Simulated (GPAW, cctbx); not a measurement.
# Bonding in Y2MgIr2 as X-rays see it

Question: by how much does bonding change the X-ray structure factors of Y2MgIr2, and what does a routine refinement make of it?

The cell comes from substitution in a known structure type and wasn't matched to any measured phase. All numbers below are calculated.

**1. Find the equilibrium geometry**

The density hangs on the geometry, so cell and atoms are relaxed first, with the symmetry held. The cutoff is set higher than for the density because stress converges slowly with plane waves.

Settings: GPAW 26.7.0, PBE, 570 eV, 5×3×3 k-points (along the axes of the calculation cell), Fermi–Dirac width 0.1 eV, BFGS to 0.03 eV/Å.

```text
cell
1.0
     0.000000000    0.000000000    3.919000000
     7.731000000    0.000000000    0.000000000
     0.000000000    7.731000000    0.000000000
Ir Y Mg
4 4 2
Direct
0.000000000 0.133400000 0.366600000
0.000000000 0.866600000 0.633400000
0.000000000 0.366600000 0.866600000
0.000000000 0.633400000 0.133400000
0.500000000 0.666100000 0.833900000
0.500000000 0.333900000 0.166100000
0.500000000 0.833900000 0.333900000
0.500000000 0.166100000 0.666100000
0.000000000 0.500000000 0.500000000
0.000000000 0.000000000 0.000000000
```

```console
$ OMP_NUM_THREADS=1 mpirun -n 4 gpaw python run.py > gpaw.log
```

```text
BFGS:    0      -65.511915        1.148863
BFGS:    1      -65.565244        1.094025
BFGS:    2      -65.905501        0.555093
BFGS:    3      -65.981478        0.345832
...
BFGS:   17      -66.037596        0.092433
BFGS:   18      -66.039748        0.060634
BFGS:   19      -66.040377        0.016582
cell  3.9313 7.3876 7.3876  90.00 90.00 90.00
volume 214.556 A^3, largest force 0.008 eV/A, largest stress 0.12 GPa
```

After 19 steps the volume has changed by -8.4 % and the energy by -0.528 eV; the largest stress left is 0.12 GPa. It took 9 min on 4 cores of Arm Neoverse V2 (shared host), peak memory 1.5 GiB.

Relaxed structure: P4/mbm (no. 127), a = 7.3876 Å, b = 7.3876 Å, c = 3.9313 Å, α = 90.00°, β = 90.00°, γ = 90.00°.

| atom | mult. | x | y | z |
| --- | --- | --- | --- | --- |
| Ir1 | 4 | 0.1301 | 0.3699 | 0 |
| Y1 | 4 | 0.6702 | 0.8298 | 1/2 |
| Mg1 | 2 | 1/2 | 1/2 | 0 |

**2. Density and charge transfer**

X-rays see the whole electron density, so the PAW density is rebuilt with its core regions. Subtracting spherical free atoms from the same code cancels the cores and leaves the deformation density Δρ, the part due to bonding.

Settings: PBE, 450 eV, 6×3×3 k-points (along the axes of the calculation cell), Fermi–Dirac width 0.1 eV; primitive cell of 10 atoms.

```console
$ OMP_NUM_THREADS=1 mpirun -n 4 gpaw python run.py > gpaw.log
```

```text
|iter:   1|       0s |  -68.350968 | +0.19 |       |
|iter:   2|       2s |  -67.343634 | -1.34 | -1.23 |
|iter:   3|       4s |  -65.818491 | -0.88 | -1.32 |
...
|iter:  13|      22s |  -65.762611c| -6.55 | -5.45c|
|iter:  14|      24s |  -65.762611c| -7.24 | -5.90c|
|iter:  15|      25s |  -65.762611c| -7.60c| -6.34c|
```

```text
grid (40, 80, 80)  electrons 488.000  moved by bonding 1.911 e
deformation density beyond 0.5 A of the nuclei: max 0.120, min -0.112 e/A^3
atom        x       y       z   Voronoi charge  moment
Ir1    0.0000  0.1301  0.3699     -0.328       0.00
Ir2    0.0000  0.8699  0.6301     -0.328       0.00
Ir3    0.0000  0.3699  0.8699     -0.328       0.00
Ir4    0.0000  0.6301  0.1301     -0.328       0.00
Y 5    0.5000  0.6702  0.8298      0.218       0.00
Y 6    0.5000  0.3298  0.1702      0.218       0.00
Y 7    0.5000  0.8298  0.3298      0.218       0.00
Y 8    0.5000  0.1702  0.6702      0.218       0.00
Mg9    0.0000  0.5000  0.5000      0.221       0.00
Mg10   0.0000  0.0000  0.0000      0.221       0.00
mean inner potential of superposed free atoms 23.283 V
total magnetic moment 0.000 muB
```

Deformation density in a plane through the shortest contact of the Ir atom at the origin, in 0.01 e/Å³ (clipped at ±99); x from -1.6 to 4.3 Å, y from 2.4 down to -2.4 Å:

```text
  2  -1   0   1   1   1   0  -1  -1   0   1   1   1   0  -1   2
 -7  -4  -2   0   1   0  -1  -2  -2  -1   0   1   0  -2  -4  -7
  0  -1   0   1   1   1   0  -1  -1   0   1   1   1   0  -1   0
  1   2   3   3   1   2   1   1   1   1   2   1   3   3   2   1
  0   4   6   6   1   4   2   2   2   2   4   1   6   6   4   0
  1   3   4   8   .  11   2   2   2   2  11   .   8   4   3   1
  1   1  -2   .   .   .  -4   2   2  -4   .   .   .  -2   1   1
  1   3   4   8   .  11   2   2   2   2  11   .   8   4   3   1
  0   4   6   6   1   4   2   2   2   2   4   1   6   6   4   0
  1   2   3   3   1   2   1   1   1   1   2   1   3   3   2   1
  0  -1   0   1   1   1   0  -1  -1   0   1   1   1   0  -1   0
 -7  -4  -2   0   1   0  -1  -2  -2  -1   0   1   0  -2  -4  -7
  2  -1   0   1   1   1   0  -1  -1   0   1   1   1   0  -1   2
```

Atoms in or within 0.15 Å of the plane: Ir (0.0, 0.0), Ir (2.7, 0.0) Å. Dots mark points within about 0.45 Å of a nucleus; large values next to them are atomic features.

Ir gains most (-0.33 e) and Mg loses most (+0.22 e); Ir is the most electronegative element, but the order of the others doesn't follow electronegativity. Along the shortest contact from the Ir atom at the map's origin, Ir–Ir at 2.72 Å, Δρ is +0.04 e/Å³ at the midpoint: little piles up between the atoms. At the midpoints of other shortest contacts it is +0.04 (Ir–Y, 2.87 Å), +0.03 (Ir–Mg, 2.90 Å) and -0.01 (Y–Mg, 3.37 Å) e/Å³. Point values carry grid noise of about 0.01 e/Å³. The run needed 15 iterations, 36 s.

**3. Structure factors**

The Fourier components of Δρ, added to those of the free atoms, give the static X-ray structure factors; the Mott–Bethe relation turns them into the Fourier components V of the potential that fast electrons feel.

```text
static structure factors of the conventional cell: F in electrons, V (Mott-Bethe) in volts
   h  k  l      d  |F| table  |F| free   |F| DFT   change   |V| free  |V| DFT  change %
   1  1  0  5.2238   148.735   148.740   149.387    0.646     4.340    3.963     -8.7
   0  0  1  3.9313   167.397   167.272   168.313    1.041     2.882    2.538    -11.9
   2  0  0  3.6938    70.715    70.743    71.243    0.500     2.590    2.444     -5.6
   2  1  0  3.3038   103.850   103.706   104.267    0.561     1.204    1.073    -10.9
   1  1  1  3.1412    79.316    79.214    79.373    0.159     1.028    0.994     -3.3
   2  0  1  2.6920    68.164    68.152    67.942   -0.211     3.100    3.133      1.1
   2  2  0  2.6119    54.686    54.658    54.538   -0.120     2.293    2.310      0.8
   2  1  1  2.5293   281.247   281.000   280.876   -0.124     7.997    8.014      0.2
   3  1  0  2.3362   210.088   209.856   209.676   -0.180     6.012    6.033      0.3
   2  2  1  2.1755    16.265    16.281    16.420    0.139     0.362    0.348     -3.9
   3  2  0  2.0490   163.390   163.185   162.914   -0.271     3.679    3.703      0.7
   3  1  1  2.0083    91.183    90.998    90.710   -0.288     1.790    1.815      1.4
   0  0  2  1.9656   373.558   373.151   372.386   -0.765     9.480    9.543      0.7
   4  0  0  1.8469   268.446   268.200   267.981   -0.219     5.758    5.774      0.3
```

The largest X-ray change is +1.04 e on 001, 0.6 % of |F|. For electrons V goes as (Z − F)/g², so a change of F counts against Z − F, which is small at low angle and wherever the atoms' terms cancel: |V| of 001 moves by -11.9 % (2.88 to 2.54 V) against +0.6 % in |F|. The last three rows still change by up to 0.77 e; the table stops while the angles are still low. The tabulated Hartree–Fock atoms differ from the free DFT atoms by up to 0.41 e, so the choice of reference atom matters too.

**4. Refining ordinary atoms against data with bonding**

Routine crystallography fits spherical atoms. To see the bias, intensities are simulated from tabulated atoms plus the DFT change ΔF, so that bonding alone can misfit (9412 reflections of the full sphere, merged to the counts below, to 0.45 Å, 1.5 % proportional noise plus counting noise, assumed isotropic U as listed, Δρ smeared by the mean U) and refined with cctbx over different ranges.

| range | data | R1 | GooF | U Ir1 (true 0.0022) | U Y1 (true 0.0029) | U Mg1 (true 0.0042) | largest shift (Å) | Δρ max, min (e/Å³) |
| --- | --- | --- | --- | --- | --- | --- | --- | --- |
| all data | 714 | 0.0038 | 0.99 | 0.0022 | 0.0029 | 0.0042 | 0.0001 | 0.84, -0.43 |
| low resolution, d > 0.84 | 125 | 0.0032 | 1.03 | 0.0023 | 0.0029 | 0.0042 | 0.0002 | 0.25, -0.24 |
| high order, d < 0.75 | 544 | 0.0041 | 0.97 | 0.0022 | 0.0029 | 0.0042 | 0.0001 | 0.47, -0.49 |
| occupancies free, d > 0.7 | 205 | 0.0032 | 0.99 | 0.0022 | 0.0030 | 0.0043 | 0.0001 | 0.44, -0.35 |

With all data GooF is 0.99, so at this noise the bonding hardly shows; the top residual peak lies 1.97 Å from Mg and 1.97 Å from Mg. No U is off by more than 3 s.u. at low resolution. With Ir1 held at 1 and the scale free, the other occupancies refine to Y1 1.002(0.001) and Mg1 1.003(0.006), within three s.u. of full.

**5. Answer**

Bonding moves 1.91 e in the primitive cell of Y2MgIr2 and changes the structure factors of the conventional cell in the table above by at most 1.04 e (001, 0.6 %), and among reflections above 2 % of the strongest by up to 0.9 % (221). The shortest bond, Ir–Ir, has Δρ = +0.04 e/Å³ at its midpoint. With all data GooF is 0.99, so at this noise the bonding hardly shows. Limits: static density, frozen cores, no spin–orbit coupling.

[Outputs are excerpts: Python notices, other lines and further rows are left out; steps that failed or that the build refused (PBEsol, TPSS) are not shown.]

[Logs are printed without paths, hosts, clocks, repeated set-up lines and the standing remarks that a program may print on its own settings, such as how far it seeks lower states.]
